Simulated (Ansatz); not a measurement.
# Free carriers and the phonons of BAs (F-43m)

Aim: how far do free carriers move the optical modes of BAs (F-43m)?

Program: Ansatz 0.2.0. Level of theory: DFT LDA, scalar-relativistic, plane waves, PAW; PAW set soft_1. Results are calculated unless marked as measured.

**1. Starting point**

Symmetry: F-43m, No. 216, cubic system. Conventional cell: a = 4.777 Å, b = 4.777 Å, c = 4.777 Å, α = 90.00°, β = 90.00°, γ = 90.00°. Nearest to B lie 4 As at 2.07 Å. Nearest to As lie 4 B at 2.07 Å. Farther neighbours are not listed.

**2. Relaxation**

Harmonic phonons are second derivatives at a point where the forces vanish, and they are wanted at zero stress, so atoms and cell are relaxed first.

The input, input.yaml:

```yaml
crystal:
  lattice:
    - [0.0, 2.3885, 2.3885]
    - [2.3885, 0.0, 2.3885]
    - [2.3885, 2.3885, 0.0]
  atoms:
    - { symbol: B, position: [0.0, 0.0, 0.0] }
    - { symbol: As, position: [0.75, 0.75, 0.75] }
kpoints:
  mp_grid: { grid: [10, 10, 10] }
hamiltonian:
  xc: lda
  pseudopotentials: { kind: paw, azcp: { folder: soft_1 }, xc_functional: pbe }
scf:
  occupations: { method: gaussian, width: 0.02 }
output:
  forces: true
  stress: true
  eigenvalues: true
  write_density: true
  write_potential: true
  elf: true
  volumetric_format: npy
relax:
  adjacent_minimum: "off"
  f_tol: 0.005
  max_steps: 80
  cell: { stress_tol: 0.05 }
```

Launch:

```
$ ansatz run input.yaml --threads 4 --pin off --max-ram 16384MiB --backend cpu --events-out ev --progress --plain --runs-dir out
```

Numbers of over 12 decimals in the logs are rounded to 6 here.

What it wrote:

```text
Engine: ansatz 0.2.0, aarch64-unknown-linux-gnu
Pseudopotentials: kind: paw
Pseudopotential: B, paw, valence charge 3, recommended cutoff 420 eV (normal), soft_1/B.paw.azcp
Pseudopotential: As, paw, valence charge 15, recommended cutoff 420 eV (normal), soft_1/As.paw.azcp
Functional definition: SPW92
  exchange = slater_x
  correlation = pw_c
Crystal: 2 atoms, lattice volume = 27.252 Å³
Basis set: ecut = 420 eV, 531 PW (Γ)
Bands: 13, of which v1, the nominal top of the filled ones, is band 9 counted from 1 (8 counted from 0)
Symmetry: 24 space group operations
Space group: F-43m (ITA 216), of the structure as read, at distance tolerance 3.0e-5 Å
k-points: 47 of 1000 (time reversal used)
Non-local potential: B, projectors of the file, l = 0: 2, l = 1: 2, l = 2: 1
Non-local potential: As, projectors of the file, l = 0: 2, l = 1: 2, l = 2: 3, l = 3: 1
PAW form: soft (Blöchl's): semilocal exchange-correlation on the pseudo side does not see the compensation charge
PAW frozen core: B, regenerated for the run's functional, and the local potential with it (the file was generated under x = pbe(κ = 0.804, μ = 0.219515), c = pbe(β = 0.066725))
PAW frozen core: As, regenerated for the run's functional, and the local potential with it (the file was generated under x = pbe(κ = 0.804, μ = 0.219515), c = pbe(β = 0.066725))
PAW one-centre angular grid: B, 110 points (default); XC on 64 Gauss nodes
PAW one-centre angular grid: As, 590 points (default); XC on 64 Gauss nodes
Initial density: superposition of atomic densities (chi_scale 0.1, normalization cell, long waves kept (reshape's long-wave potential 0.00 eV rms))
Initial wavefunctions: pseudopotential atomic-orbital guess
Functional: x = slater, c = lda
SCF iter   1: F=—  HF=-4924.176126 eV  |F-HF|=—  |Δ(HF+E_count)|=         —  Δρ=7.48e-2  dr2=1.97e0  ethr=3.10e-3  ⟨swp⟩=5.7  Hψ=3445  notcnv=0
preconditioner: auto → none  [insulator: Δε(μ)=1.776 eV  Ē_g=12.423 eV  σ=0.020 eV  W_gap=1.00  n_scr=8 (ndim 8)  ℏωp=20.1 eV  f_vac=0.000  D(μ)=0.00/eV (n_scr^D=0)  ε∞_Penn≈3.6]
SCF iter   2: F=—  HF=-4923.572551 eV  |F-HF|=—  |Δ(HF+E_count)|=   6.04e-1  Δρ=2.49e-2  dr2=1.50e-1  ethr=3.10e-3  ⟨swp⟩=2.9  Hψ=1397  notcnv=0
SCF iter   3: F=—  HF=-4923.530083 eV  |F-HF|=—  |Δ(HF+E_count)|=   4.25e-2  Δρ=1.01e-2  dr2=1.90e-2  ethr=8.34e-4  ⟨swp⟩=2.1  Hψ=966  notcnv=0
SCF iter   4: F=—  HF=-4923.526539 eV  |F-HF|=—  |Δ(HF+E_count)|=   3.54e-3  Δρ=4.29e-3  dr2=3.90e-3  ethr=1.06e-4  ⟨swp⟩=2.7  Hψ=1172  notcnv=0
SCF iter   5: F=—  HF=-4923.525286 eV  |F-HF|=—  |Δ(HF+E_count)|=   1.25e-3  Δρ=1.03e-3  dr2=1.92e-4  ethr=2.17e-5  ⟨swp⟩=2.9  Hψ=1196  notcnv=0
SCF iter   6: F=—  HF=-4923.525253 eV  |F-HF|=—  |Δ(HF+E_count)|=   3.30e-5  Δρ=1.26e-4  dr2=2.39e-6  ethr=1.07e-6  ⟨swp⟩=2.2  Hψ=1041  notcnv=0
SCF iter   7: F=—  HF=-4923.525253 eV  |F-HF|=—  |Δ(HF+E_count)|=   6.84e-7  Δρ=6.70e-6  dr2=7.11e-9  ethr=5.56e-10  ⟨swp⟩=6.5  Hψ=3802  notcnv=0
SCF iter   8: F=-4923.525253 eV  HF=-4923.525253 eV  |F-HF|=5.46e-12  |Δ(HF+E_count)|=   1.28e-9  Δρ=3.28e-7  dr2=1.41e-11  ethr=3.95e-11  ⟨swp⟩=5.0  Hψ=2958  notcnv=0
SCF 1 converged in 8 iterations: F = -4923.525253 eV  dr2 = 1.41e-11
  greatest PAW one-centre occupation: 0.999 electrons in one spin orbital (limit 2), on the As atom at site 1 (counted from 0), in its partial waves of l = 2
relax step   1: F+E_penalty+E_count = -4923.52525330 eV  Δ(F+E_penalty+E_count) = +0.000e0 eV  max|allowed force component| = 2.145e-16 eV/Å  Δτ_max = 0.0000 Å  P = -3.962 GPa  Ω = 27.252 Å³  (8 SCF iters, accepted)
Crystal: 2 atoms, lattice volume = 26.690 Å³
Initial density: handed on by an earlier stage of this run
Initial wavefunctions: those handed on with the density
iter 1 solved again at ethr=2.43e-5 eV; its pass at ethr=3.10e-3 eV (dr2=4.38e-3 eV) is discarded
SCF iter   1: F=—  HF=-4923.536066 eV  |F-HF|=—  |Δ(HF+E_count)|=         —  Δρ=3.34e-3  dr2=4.41e-3  ethr=2.43e-5  ⟨swp⟩=1.1  Hψ=4139  notcnv=0
preconditioner: auto → none  [insulator: Δε(μ)=1.138 eV  Ē_g=12.506 eV  σ=0.020 eV  W_gap=1.00  n_scr=8 (ndim 8)  ℏωp=20.3 eV  f_vac=0.000  D(μ)=0.00/eV (n_scr^D=0)  ε∞_Penn≈3.6]
SCF iter   2: F=—  HF=-4923.534630 eV  |F-HF|=—  |Δ(HF+E_count)|=   1.44e-3  Δρ=7.97e-4  dr2=2.13e-4  ethr=2.43e-5  ⟨swp⟩=2.4  Hψ=975  notcnv=0
SCF iter   3: F=—  HF=-4923.534560 eV  |F-HF|=—  |Δ(HF+E_count)|=   6.99e-5  Δρ=2.69e-4  dr2=2.15e-5  ethr=1.18e-6  ⟨swp⟩=2.5  Hψ=924  notcnv=0
SCF iter   4: F=—  HF=-4923.534555 eV  |F-HF|=—  |Δ(HF+E_count)|=   5.17e-6  Δρ=7.99e-5  dr2=1.98e-6  ethr=1.20e-7  ⟨swp⟩=2.1  Hψ=1032  notcnv=0
SCF iter   5: F=-4923.534555 eV  HF=-4923.534555 eV  |F-HF|=2.07e-8  |Δ(HF+E_count)|=   5.17e-7  Δρ=1.75e-5  dr2=5.19e-8  ethr=1.11e-9  ⟨swp⟩=8.9  Hψ=4273  notcnv=0
SCF 2 converged in 5 iterations: F = -4923.534555 eV  dr2 = 5.19e-8
  Residual-converged pass: ⟨swp⟩=1.1  Hψ=803  notcnv=0  max |occ|·‖R‖ = 7.0e-9 eV (tolerance 1.0e-8 eV)  dr2=5.19e-8  dr2_onsite=2.27e-8  max |Δocc| = 0.0e0
relax step   2: F+E_penalty+E_count = -4923.53455472 eV  Δ(F+E_penalty+E_count) = -9.301e-3 eV  max|allowed force component| = 1.064e-16 eV/Å  Δτ_max = 0.0000 Å  P = -1.101 GPa  Ω = 26.690 Å³  energy of the carried Pulay correction = +3.259e-4 eV  (5 SCF iters, dr2 threshold 2.00e-7 eV, accepted)
Crystal: 2 atoms, lattice volume = 26.480 Å³
iter 1 solved again at ethr=3.66e-6 eV; its pass at ethr=3.10e-3 eV (dr2=6.58e-4 eV) is discarded
SCF iter   1: F=—  HF=-4923.535598 eV  |F-HF|=—  |Δ(HF+E_count)|=         —  Δρ=1.29e-3  dr2=6.54e-4  ethr=3.66e-6  ⟨swp⟩=1.4  Hψ=3810  notcnv=0
preconditioner: auto → none  [insulator: Δε(μ)=1.115 eV  Ē_g=12.570 eV  σ=0.020 eV  W_gap=1.00  n_scr=8 (ndim 8)  ℏωp=20.4 eV  f_vac=0.000  D(μ)=0.00/eV (n_scr^D=0)  ε∞_Penn≈3.6]
SCF iter   2: F=—  HF=-4923.535382 eV  |F-HF|=—  |Δ(HF+E_count)|=   2.16e-4  Δρ=3.02e-4  dr2=2.97e-5  ethr=3.63e-6  ⟨swp⟩=2.0  Hψ=948  notcnv=0
SCF iter   3: F=—  HF=-4923.535373 eV  |F-HF|=—  |Δ(HF+E_count)|=   9.30e-6  Δρ=1.05e-4  dr2=3.17e-6  ethr=1.65e-7  ⟨swp⟩=2.4  Hψ=914  notcnv=0
SCF iter   4: F=—  HF=-4923.535373 eV  |F-HF|=—  |Δ(HF+E_count)|=   6.37e-7  Δρ=3.35e-5  dr2=3.53e-7  ethr=1.76e-8  ⟨swp⟩=2.1  Hψ=1035  notcnv=0
SCF iter   5: F=-4923.535372 eV  HF=-4923.535372 eV  |F-HF|=3.07e-9  |Δ(HF+E_count)|=   9.86e-8  Δρ=7.51e-6  dr2=1.04e-8  ethr=1.11e-9  ⟨swp⟩=8.4  Hψ=4006  notcnv=0
SCF 3 converged in 5 iterations: F = -4923.535372 eV  dr2 = 1.04e-8
relax step   3: F+E_penalty+E_count = -4923.53537246 eV  Δ(F+E_penalty+E_count) = -8.177e-4 eV  max|allowed force component| = 6.650e-17 eV/Å  Δτ_max = 0.0000 Å  P = +0.050 GPa  Ω = 26.480 Å³  energy of the carried Pulay correction = +4.495e-4 eV  (5 SCF iters, dr2 threshold 2.00e-7 eV, accepted)
Initial wavefunctions: pseudopotential atomic-orbital guess (no wavefunctions were taken with the density)
iter 1 solved again at ethr=4.95e-8 eV; its pass at ethr=3.10e-3 eV (dr2=8.91e-6 eV) is discarded
SCF iter   1: F=—  HF=-4923.534962 eV  |F-HF|=—  |Δ(HF+E_count)|=         —  Δρ=5.10e-5  dr2=1.07e-7  ethr=4.95e-8  ⟨swp⟩=3.0  Hψ=5176  notcnv=0
preconditioner: auto → none  [insulator: Δε(μ)=1.105 eV  Ē_g=12.569 eV  σ=0.020 eV  W_gap=1.00  n_scr=8 (ndim 8)  ℏωp=20.4 eV  f_vac=0.000  D(μ)=0.00/eV (n_scr^D=0)  ε∞_Penn≈3.6]
SCF iter   2: F=—  HF=-4923.534962 eV  |F-HF|=—  |Δ(HF+E_count)|=   2.38e-7  Δρ=2.60e-5  dr2=3.28e-8  ethr=5.93e-10  ⟨swp⟩=2.0  Hψ=934  notcnv=0
SCF iter   3: F=—  HF=-4923.534962 eV  |F-HF|=—  |Δ(HF+E_count)|=   2.05e-8  Δρ=6.26e-6  dr2=3.73e-9  ethr=1.82e-10  ⟨swp⟩=2.6  Hψ=803  notcnv=0
SCF iter   4: F=—  HF=-4923.534962 eV  |F-HF|=—  |Δ(HF+E_count)|=  1.86e-10  Δρ=1.21e-6  dr2=1.17e-10  ethr=2.07e-11  ⟨swp⟩=2.0  Hψ=1026  notcnv=0
SCF iter   5: F=-4923.534962 eV  HF=-4923.534962 eV  |F-HF|=6.37e-12  |Δ(HF+E_count)|=  4.73e-11  Δρ=2.80e-7  dr2=3.33e-12  ethr=1.00e-12  ⟨swp⟩=5.3  Hψ=2288  notcnv=0
SCF 4 converged in 5 iterations: F = -4923.534962 eV  dr2 = 3.33e-12
relax step   4: F+E_penalty+E_count = -4923.53496194 eV  Δ(F+E_penalty+E_count) = +4.105e-4 eV  max|allowed force component| = 6.014e-17 eV/Å  Δτ_max = 0.0000 Å  P = +0.030 GPa  Ω = 26.480 Å³  stress off target by 3.05e-2 GPa  SCF on the basis re-selected at this cell (its energy is not comparable with the rows above)  (5 SCF iters)
basis re-selected at this cell: Δ(F+E_penalty+E_count) = +4.105e-4 eV, ΔP = -0.019 GPa vs the last step (what re-selecting the basis moved, of the pressure what is left beyond the Pulay correction that the steps carried, after the strain that the cell walked since its last selection, with what the two solves' SCF thresholds leave and, on support functions, any second-order correction that the steps lacked; it is no m [...]
SCF converged after 5 iterations
Free energy (F): -4923.534962 eV
Harris-Foulkes:  -4923.534962 eV  (|F-HF|=6.37e-12)
Internal energy: -4923.534962 eV  (E = F + TS)
E sigma→0 (E₀):  -4923.534962 eV
Fermi energy:    11.416130 eV
--- Per-component energies (eV) ---
  E_band       = -217.307685
  E_kinetic    = 148.596173
  E_local      = -1936.323068  (includes V_loc(G=0)·N_el)
  E_nonlocal   = -380.006015
  E_hartree    = 1093.291992
  E_xc         = -103.486033
  E_vxc        = -113.376946  (∫ρ·V_xc dr)
  E_paw        = -2005.330855  (= ΣΔE_a)
  E_vpaw       = -122.781747  (= ΣTr[D̂ρ^β])
  E_aug_tail   = -0.000004  (compensation charges beyond the density's cutoff)
  E_ewald      = -1742.398215
  E_core_change = 2.121063  (= ΣΔE_core)
  E_smearing   = -0.000000  (= −TS)
  E_closure    = 0.000000  (closes the sum)
  Σ components = -4923.534962   (vs F -4923.534962, Δ=0.00e0)
--- Forces (eV/Å), atoms counted from 1 ---
  atom   1  B     -0.00000000     0.00000000     0.00000000
  atom   2  As     0.00000000     0.00000000     0.00000000
  max |Σ_I F_I| component: 1.57e-16 eV/Å
--- Stress (GPa, compression-positive) ---
        0.030480       0.000000       0.000000
        0.000000       0.030480       0.000000
        0.000000       0.000000       0.030480
  P = ⅓ Tr σ = 0.0305 GPa (0.305 kbar)
--- Band table (eV; the first three rows and the last of 47) ---
  k-point 0: bands = [... 5 lower, -4.7887, 10.8638, 10.8638, 10.8638, 14.1535, 14.1535, 14.1535, 15.8767]
  k-point 1: bands = [... 5 lower, -4.6210, 9.4565, 10.5528, 10.5528, 14.3424, 14.5618, 14.5618, 16.6913]
  k-point 2: bands = [... 5 lower, -4.1257, 7.0528, 9.9637, 9.9637, 14.1777, 15.2925, 15.2925, 18.2135]
  k-point 46: bands = [... 5 lower, -0.3715, 2.7436, 5.3306, 5.5883, 15.3778, 15.7239, 18.8422, 18.8445]
--- Relaxed structure (3 steps of the walk, 3 accepted, 1 SCFs on fresh bases) ---
  F+E_penalty+E_count = -4923.53496194 eV   max|allowed force component| = 6.014e-17 eV/Å   (the final SCF, on the basis selected at the relaxed cell)
  cell:  # Å, volume = 26.4799 Å³
    - [0, 2.365713, 2.365713]
    - [2.365713, 0, 2.365713]
    - [2.365713, 2.365713, 0]
  atoms:
    - { symbol: B, position: [0, 0, 0] }
    - { symbol: As, position: [0.750000, 0.750000, 0.750000] }
```

Elapsed: 2.7 s, on 4 threads of Arm Neoverse V1, shared host; peak memory 0.31 GiB.

Relaxation path:

```tsv
step	energy less that of the first step (eV)	largest force component (eV/Å)	pressure (GPa)	volume (Å³)
1	0.0000	0.0000	-3.96	27.25
2	-0.0093	0.0000	-1.10	26.69
3	-0.0101	0.0000	0.05	26.48
4*	-0.0097	0.0000	0.03	26.48
```

Relaxation steps marked * repeat the geometry before them on a plane-wave basis chosen anew for their cell, so energy and pressure can jump there.

The run keeps the 24 symmetry operations that it works with, so distortions that break them were not tested.

```tsv
conventional cell, symmetrised	before	after	change
a (Å)	4.777	4.731	-1.0 %
b (Å)	4.777	4.731	-1.0 %
c (Å)	4.777	4.731	-1.0 %
volume (Å³/atom)	13.63	13.24	-2.8 %
```

The relaxed structure:

```xyz
2
Lattice="0.0000 2.3657 2.3657 2.3657 0.0000 2.3657 2.3657 2.3657 0.0000" Properties=species:S:1:pos:R:3 pbc="T T T"
B     0.0000    0.0000    0.0000
As    3.5486    3.5486    3.5486
```

This step gave:

```
pressure          : 0.03048 GPa
gap on the k-mesh : 1.105 eV
volume per atom   : 13.24 Å³
```

Valence density in the ac plane of a cell with a along [110], b along [-110] and c along [001] of the cube at fractional y = 0.000, with atoms of B and As within 0.2 Å of it. It is the smooth field of the valence electrons, not physical close to the nuclei.

Values in e/Å³, 7 rows by 16 columns, each cell a mean:
```
 1  0  0  0  0  0  0  1  1  0  0  0  0  0  0  1
 0  0  0  0  0  0  0  0  0  0  0  0  0  0  0  0
 0  0  0  0  0  0  0  0  0  0  0  0  0  0  0  0
 0  0  0  0  0  0  0  0  0  0  0  0  0  0  0  0
 0  0  1  7 12  2  0  0  0  0  1  7 12  2  0  0
 0  1  1 13 21  4  1  0  0  1  1 13 21  4  1  0
 1  1  1  1  1  1  1  1  1  1  1  1  1  1  1  1
```
Columns run along a (6.7 Å), rows up along c (4.7 Å), edges of the conventional cell, whose origin can differ from the input's. Atoms in or near the plane, at fractional coordinates: B at (0.50, 0.00), B at (0.00, 0.00), As at (0.75, 0.25), As at (0.25, 0.25).

ELF in the ac plane of a cell with a along [110], b along [-110] and c along [001] of the cube at fractional y = 0.000, with atoms of B and As within 0.2 Å of it. It is the smooth field of the valence electrons, not physical close to the nuclei.

Values, 7 rows by 16 columns, each cell a mean:
```
0.32 0.44 0.40 0.23 0.19 0.33 0.46 0.36 0.32 0.44 0.40 0.23 0.19 0.33 0.46 0.36
0.46 0.32 0.12 0.03 0.02 0.07 0.24 0.42 0.46 0.32 0.12 0.03 0.02 0.07 0.24 0.42
0.10 0.07 0.06 0.08 0.09 0.07 0.06 0.09 0.10 0.07 0.06 0.08 0.09 0.07 0.06 0.09
0.03 0.11 0.31 0.46 0.48 0.38 0.18 0.05 0.03 0.11 0.31 0.46 0.48 0.38 0.18 0.05
0.19 0.39 0.50 0.34 0.28 0.46 0.47 0.26 0.19 0.39 0.50 0.34 0.28 0.46 0.47 0.26
0.59 0.76 0.65 0.27 0.18 0.50 0.76 0.67 0.59 0.76 0.65 0.27 0.18 0.50 0.76 0.67
0.22 0.67 0.79 0.62 0.56 0.73 0.79 0.38 0.22 0.67 0.79 0.62 0.56 0.73 0.79 0.38
```
Columns run along a (6.7 Å), rows up along c (4.7 Å), edges of the conventional cell, whose origin can differ from the input's. Atoms in or near the plane, at fractional coordinates: B at (0.50, 0.00), B at (0.00, 0.00), As at (0.75, 0.25), As at (0.25, 0.25).

Electrostatic potential energy in the ac plane of a cell with a along [110], b along [-110] and c along [001] of the cube at fractional y = 0.000, with atoms of B and As within 0.2 Å of it. With pseudopotentials it is smooth inside the atoms' cores, unlike the true potential.

Values in eV, 7 rows by 16 columns, each cell a mean:
```
-21  -5  10  13  13  12   3 -17 -21  -5  10  13  13  12   3 -17
 10  12  13  14  14  14  12  10  10  12  13  14  14  14  12  10
 13  13  13  13  13  13  13  13  13  13  13  13  13  13  13  13
 13  12   9   5   4   7  12  13  13  12   9   5   4   7  12  13
 12   8  -5   6  11  -3   3  11  12   8  -5   6  11  -3   3  11
  6   5  -5  14  18   1   0   6   6   5  -5  14  18   1   0   6
-28 -11   3   0  -1   2  -2 -25 -28 -11   3   0  -1   2  -2 -25
```
Columns run along a (6.7 Å; values clipped at the 3rd and 97th percentile), rows up along c (4.7 Å), edges of the conventional cell, whose origin can differ from the input's. Atoms in or near the plane, at fractional coordinates: B at (0.50, 0.00), B at (0.00, 0.00), As at (0.75, 0.25), As at (0.25, 0.25).

In this step the volume went from 13.63 to 13.24 Å³/atom.

**3. Tight relaxation**

Phonons need small forces and stress, so the relaxation is finished with tight tolerances on 12×12×12 k points.

The input, input.yaml:

```yaml
crystal:
  lattice:
    - [0.0, 2.3657126972, 2.3657126972]
    - [2.3657126972, 0.0, 2.3657126972]
    - [2.3657126972, 2.3657126972, 0.0]
  atoms:
    - { symbol: B, position: [0.0, 0.0, 0.0] }
    - { symbol: As, position: [0.75, 0.75, 0.75] }
kpoints:
  mp_grid: { grid: [12, 12, 12] }
hamiltonian:
  xc: lda
  pseudopotentials: { kind: paw, azcp: { folder: soft_1 }, xc_functional: pbe }
scf:
  occupations: { method: fixed }
output:
  forces: true
  stress: true
  eigenvalues: true
relax:
  adjacent_minimum: "off"
  f_tol: 0.001
  max_steps: 60
  cell: { stress_tol: 0.01 }
```

What it wrote:

```text
[...]
Crystal: 2 atoms, lattice volume = 26.480 Å³
Basis set: ecut = 420 eV, 531 PW (Γ)
Bands: 13, of which v1, the nominal top of the filled ones, is band 9 counted from 1 (8 counted from 0)
Symmetry: 24 space group operations
[...]
k-points: 72 of 1728 (time reversal used)
[...]
k-point 71: bands = [... 5 lower, -0.3559, 2.8085, 5.1897, 5.4934, 16.0706, 16.8735, 17.6338, 18.0903]
--- Relaxed structure (2 steps of the walk, 2 accepted, 1 SCFs on fresh bases) ---
[...]
cell:  # Å, volume = 26.4839 Å³
    - [0, 2.365831, 2.365831]
    - [2.365831, 0, 2.365831]
    - [2.365831, 2.365831, 0]
  atoms:
    - { symbol: B, position: [0, 0, 0] }
    - { symbol: As, position: [0.75, 0.75, 0.75] }
[key lines of the parts left out:]
SCF converged after 5 iterations
Free energy (F): -4923.535284 eV
Fermi energy:    10.861210 eV
P = ⅓ Tr σ = 0.0091 GPa (0.091 kbar)
```

Run time: 2.6 s. Hardware: 4 threads; peak memory 0.33 GiB; 9 s of CPU time.

Little changed from the start: no atom moved by 0.005 Å and no cell edge by 0.1 %.

Numbers from this step:

```yaml
pressure: 0.009107 GPa
gap_on_the_k_mesh: 1.111 eV
```

The forces vanish by symmetry and the pressure is 0.009 GPa, within the tolerances set. The cell now holds 13.24 Å³/atom.

**4. Ground state of a member: no carriers**

The cell of the neutral crystal is kept with no carriers. The bands are sampled on 36×36×36 points with Fermi-Dirac filling of 0.03 eV.

input.yaml, the sections that differ from step 3:

```yaml
crystal:
  lattice:
    - [0.0, 2.3658309558, 2.3658309558]
    - [2.3658309558, 0.0, 2.3658309558]
    - [2.3658309558, 2.3658309558, 0.0]
  atoms:
    - { symbol: B, position: [0.0, 0.0, 0.0] }
    - { symbol: As, position: [0.75, 0.75, 0.75] }
kpoints:
  mp_grid: { grid: [36, 36, 36] }
scf:
  occupations: { method: fermi_dirac, width: 0.03 }
# hamiltonian, output: as in step 3
# relax: removed
```

What it wrote:

```text
[...]
Crystal: 2 atoms, lattice volume = 26.484 Å³
Basis set: ecut = 420 eV, 531 PW (Γ)
Bands: 13, of which v1, the nominal top of the filled ones, is band 9 counted from 1 (8 counted from 0)
Symmetry: 24 space group operations
[...]
k-points: 1240 of 46656 (time reversal used)
[...]
SCF iter   1: F=—  HF=-4924.241090 eV  |F-HF|=—  |Δ(HF+E_count)|=         —  Δρ=7.88e-2  dr2=2.11e0  ethr=3.10e-3  ⟨swp⟩=5.8  Hψ=92405  notcnv=0
[...]
SCF iter   8: F=-4923.535350 eV  HF=-4923.535350 eV  |F-HF|=9.09e-12  |Δ(HF+E_count)|=   1.03e-9  Δρ=3.12e-7  dr2=1.02e-11  ethr=2.41e-11  ⟨swp⟩=1.0  Hψ=48642  notcnv=0
SCF 1 converged in 8 iterations: F = -4923.535350 eV  dr2 = 1.02e-11
[...]
SCF converged after 8 iterations
Free energy (F): -4923.535350 eV
[...]
Internal energy: -4923.535350 eV  (E = F + TS)
E sigma→0 (E₀):  -4923.535350 eV
Fermi energy:    11.410076 eV
[...]
--- Stress (GPa, compression-positive) ---
        0.009419      -0.000000      -0.000000
        0.000000       0.009419       0.000000
       -0.000000       0.000000       0.009419
  P = ⅓ Tr σ = 0.0094 GPa (0.094 kbar)
--- Band table (eV; the first three rows and the last of 1240) ---
  k-point 0: bands = [... 5 lower, -4.7899, 10.8612, 10.8612, 10.8612, 14.1508, 14.1508, 14.1508, 15.8721]
  k-point 1: bands = [... 5 lower, -4.7769, 10.7205, 10.8334, 10.8334, 14.1869, 14.1869, 14.1925, 15.9390]
  k-point 2: bands = [... 5 lower, -4.7380, 10.3435, 10.7546, 10.7546, 14.2738, 14.2901, 14.2901, 16.1393]
  k-point 1239: bands = [... 5 lower, -0.3560, 2.8085, 5.1896, 5.4934, 16.0706, 16.8735, 17.6338, 18.0903]
```

It took 13 s on 4 threads; peak memory 0.78 GiB; 49 s of CPU time.

The forces vanish by symmetry.

(Part 1 of 2 ends here.)

[Logs are printed without paths, hosts, clocks, repeated set-up lines and the standing remarks that a program may print on its own settings, such as how far it seeks lower states.]

[Hosts, paths, dates, database ids (printed as entryN), source tags and the programs' standing remarks are cut or masked in the printed files.]
